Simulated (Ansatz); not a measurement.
**Debugging a many-body input for Y4S3N2 (C2/m)**

Aim: the G0W0 gap of Y4S3N2 (C2/m). The first input has a fault.

Main program and level: Ansatz 0.2.0; G0W0 on PBE, plane waves, PAW.

## (1) The starting structure

The structure is monoclinic, space group C2/m (No. 12). Conventional cell: a = 12.924 Å, b = 3.831 Å, c = 9.850 Å, α = 90.00°, β = 128.38°, γ = 90.00°. Y has 3 N at 2.23 to 2.32 Å and 3 S at 2.88 to 2.92 Å nearest. Nearest to Y lie 1 N at 2.14 Å and 5 S at 2.73 to 3.03 Å. Nearest to S lie 6 Y at 2.80 to 2.88 Å. S has 5 Y at 2.73 to 3.03 Å nearest. Nearest to N lie 4 Y at 2.14 to 2.32 Å. Farther neighbours and most contacts between anions are not listed.

Coordinates:

```
Y S N
1.0
     6.46225   -1.91552    0.00000
     6.46225    1.91552    0.00000
    -6.11508    0.00000    7.72185
Y S N
4 3 2
Cartesian
  5.8611 0.0000 5.0078
  0.9483 0.0000 2.7141
  4.7513 0.0000 1.1249
  2.0581 0.0000 6.5969
  0.0000 0.0000 0.0000
  -2.5419 0.0000 6.0565
  9.3514 0.0000 1.6653
  6.1025 0.0000 2.7887
  0.7069 0.0000 4.9332
```

The cell and positions are those that the Materials Project relaxed with its own functionals (PBE, PBE+U or r2SCAN), kept fixed. The default PAW set here is soft_1. Its files were made with PBE.

## (2) First try

The input, input.yaml:

```yaml
crystal:
  lattice:
    - [6.4622478753, -1.9155154099, 0.0]
    - [6.4622478753, 1.9155154099, 0.0]
    - [-6.1150777327, 0.0, 7.7218549571]
  atoms:
    - { symbol: "Y", position: [0.76032434, 0.76032434, 0.64851811] }
    - { symbol: "Y", position: [0.23967566, 0.23967566, 0.35148189] }
    - { symbol: "Y", position: [0.43654668, 0.43654668, 0.14567864] }
    - { symbol: "Y", position: [0.56345332, 0.56345332, 0.85432136] }
    - { symbol: S, position: [0.0, 0.0, 0.0] }
    - { symbol: S, position: [0.17442465, 0.17442465, 0.78433872] }
    - { symbol: S, position: [0.82557535, 0.82557535, 0.21566128] }
    - { symbol: "N", position: [0.64303648, 0.64303648, 0.36114028] }
    - { symbol: "N", position: [0.35696352, 0.35696352, 0.63885972] }
kpoints:
  mp_grid: { grid: [4, 4, 2] }
hamiltonian:
  xc: pbe
  pseudopotentials: { kind: paw, azcp: { folder: soft_1 } }
scf:
  occupations: { method: fixed }
gw:
  n_empty_bands: 100000
  ecut_chi: 80
  qp_bands: [v3, c3]
  qp_kpoints: band_edges
  screening: { model: contour_deformation }
```

On the command line:

```sh
$ ansatz run input.yaml --threads 2 --pin off --max-ram 92160MiB --backend cpu --events-out ev --progress --plain --runs-dir out
```

Numbers of over 12 decimals in the logs are rounded to 6 here.

The program printed:

```text
Error: inconsistent input (gw.n_empty_bands, basis.ecutwfc): the count of 100036 bands up to the last of gw.n_empty_bands exceeds the smallest per-k basis n_pw = 3724 of the GW NSCF pass (the SCF k-mesh) (at k = [0.250000, -0.250000, -0.500000] in reciprocal lattice vectors) — raise basis.ecutwfc, or ask for fewer bands where the run can do with them
```

Wall time 0.09 s (2 threads of AMD EPYC 7R13 (Zen 3), shared host); peak memory 0.069 GiB.

**Diagnosis.**

The program refused the input before any cycle.

The program's message: “Error: inconsistent input (gw.n_empty_bands, basis.ecutwfc): the count of 100036 bands up to the last of gw.n_empty_bands exceeds the smallest per-k basis n_pw = 3724 of the GW NSCF pass (the SCF k-me …”

The fault: more bands than plane waves. A basis holds no more bands than it has plane waves.

## (3) A better input

Now the one-shot GW correction: screening in the RPA, then the self-energy of the levels asked for. This step takes hard PAW files.

Changes to input.yaml since step 2:

```diff
@@ -19,3 +19,3 @@
   xc: pbe
-  pseudopotentials: { kind: paw, azcp: { folder: soft_1 } }
+  pseudopotentials: { kind: paw, source: ansatz }
 scf:
@@ -23,4 +23,4 @@
 gw:
-  n_empty_bands: 100000
-  ecut_chi: 80
+  n_empty_bands: 1553
+  ecut_chi: 234.0
   qp_bands: [v3, c3]
```

On the command line:

```sh
$ ansatz run input.yaml --threads 2 --pin off --max-ram 92160MiB --backend cuda --events-out ev --progress --plain --runs-dir out --devices 1 --max-vram 13GiB
```

The program printed:

```text
GPUs: using 1 of 1 available (devices: 1).
[...]
device memory: the entry about to start is reckoned to put 4.2 GiB on a device that reports 29.5 GiB free (of which the cap on the GPU budget leaves the run 13.0 GiB)
GPU FFT provider: cuFFT
GPU libraries: cuBLAS 13.8.2, cuFFT 12.4.0, cuSOLVER 12.3.4
Crystal: 9 atoms, lattice volume = 191.171 Å³
Basis set: ecut = 870 eV, 11135 PW (Γ)
Bands: 45, of which v1, the nominal top of the filled ones, is band 36 counted from 1 (35 counted from 0)
Symmetry: 4 space group operations
[...]
k-points: 14 of 32
[...]
GPU buffer pool allocated for 607500 grid points (all kernels)
GPU transforms: local potential and band sums: pruned to the plane-wave sphere, on 72×72×100
[...]
SCF iter   1: F=—  HF=-18891.108460 eV  |F-HF|=—  |Δ(HF+E_count)|=         —  Δρ=5.64e-2  dr2=1.10e1  ethr=3.10e-3  ⟨swp⟩=5.0  Hψ=2422  notcnv=0  defer=73
[...]
0    34      7.2544   -18.2182     2.0091   -15.3403  0.7497     6.3717     6.3857  root
     0    35      7.4591   -19.0446     2.1542   -16.0987  0.7444     6.6563     6.6674  root
     0    36      7.9460   -20.2306     2.4149   -17.1380  0.7374     7.2601     7.2682  root
     0    37      9.8837    -7.5469    -4.4738   -12.3627  0.7854    10.2273    10.2257  root
     0    38     10.8063    -7.7775    -4.7441   -12.9307  0.7774    11.2179    11.2154  root
     0    39     11.2730    -6.6863    -4.1804   -10.9709  0.7924    11.3773    11.3771  root
     1    34      7.3317   -18.8967     2.0908   -15.9371  0.7502     6.4500     6.4630  root
     1    35      7.3885   -20.1692     2.7157   -16.7586  0.7295     6.6831     6.6936  root
[...]
13    36      8.0966   -20.1321     2.3221   -17.1260  0.7400     7.4047     7.4126  root
    13    37      9.5668    -8.2696    -4.0123   -12.5450  0.7836     9.8306     9.8298  root
    13    38     10.6027    -6.9881    -4.3811   -11.6218  0.7868    10.8563    10.8553  root
    13    39     11.4369    -8.5887    -4.8577   -13.9612  0.7844    11.9555    11.9517  root
[key lines of the parts left out:]
SCF converged after 10 iterations
Free energy (F): -18888.706664 eV
Fermi energy:    8.096585 eV
```

Wall time 5 min (1 × NVIDIA H100 80GB HBM3 (shared by 6 runs) with 2 threads); peak memory 11 GiB.

In the SCF lines HF is the Harris–Foulkes energy and dr2 the Hartree energy of the density residual, in eV; the loop may stop once dr2 is under the threshold and the program's other checks hold. Hψ counts applications of the Hamiltonian.

This step gave:

```
bands summed                                 : 1589
RPA ε∞ on this mesh (eigenvalues)            : 5.879, 6.075, 6.474
plane waves in the screening matrix          : 1549
q-points in the mesh                         : 32
G0W0 gap on the mesh                         : 2.366 eV
k of the valence top                         : -0.5, -0.5, -0.5
k of the conduction bottom                   : -0.5, -0.5, 0
starting gap on the mesh                     : 1.430 eV
Z at the valence top                         : 0.7400
Z at the conduction bottom                   : 0.7837
least direct G0W0 gap on the computed points : 2.417 eV
```

The gap on the mesh goes from 1.43 eV to 2.37 eV, a correction of +0.94 eV. Between the two edge states, bare exchange in place of the xc potential would open the gap by 7.25 eV, and correlation takes back 6.31 eV.

## (4) What came out

* first try: refused after 0.09 s
* better run: G0W0 gap on the mesh 2.37 eV (4×4×2 mesh, 1553 empty bands, screening to 234 eV, hard PAW files)

What this shows: The second run differs in: files, empty bands and screening cutoff (eV). Bands and cutoff are finite, so the gap is not at the basis limit. The miss can reach some tenths of an eV and take either sign; the mesh is an error of its own. The many-body steps are scalar-relativistic: spin-orbit coupling is not in them.

[Paths, hosts, dates, memory and timing lines, banners, echoed tables and standing remarks are left out of the program output.]

[Logs are printed without paths, hosts, clocks, repeated set-up lines and the standing remarks that a program may print on its own settings, such as how far it seeks lower states.]

[Runs of the session that timed out or met a known fault of the program may be left out.]

[Cells called generated may have been cut or substituted from an entry of the Crystallography Open Database or the Materials Project.]

[Hosts, paths, dates, database ids (printed as entryN), source tags and the programs' standing remarks are cut or masked in the printed files.]
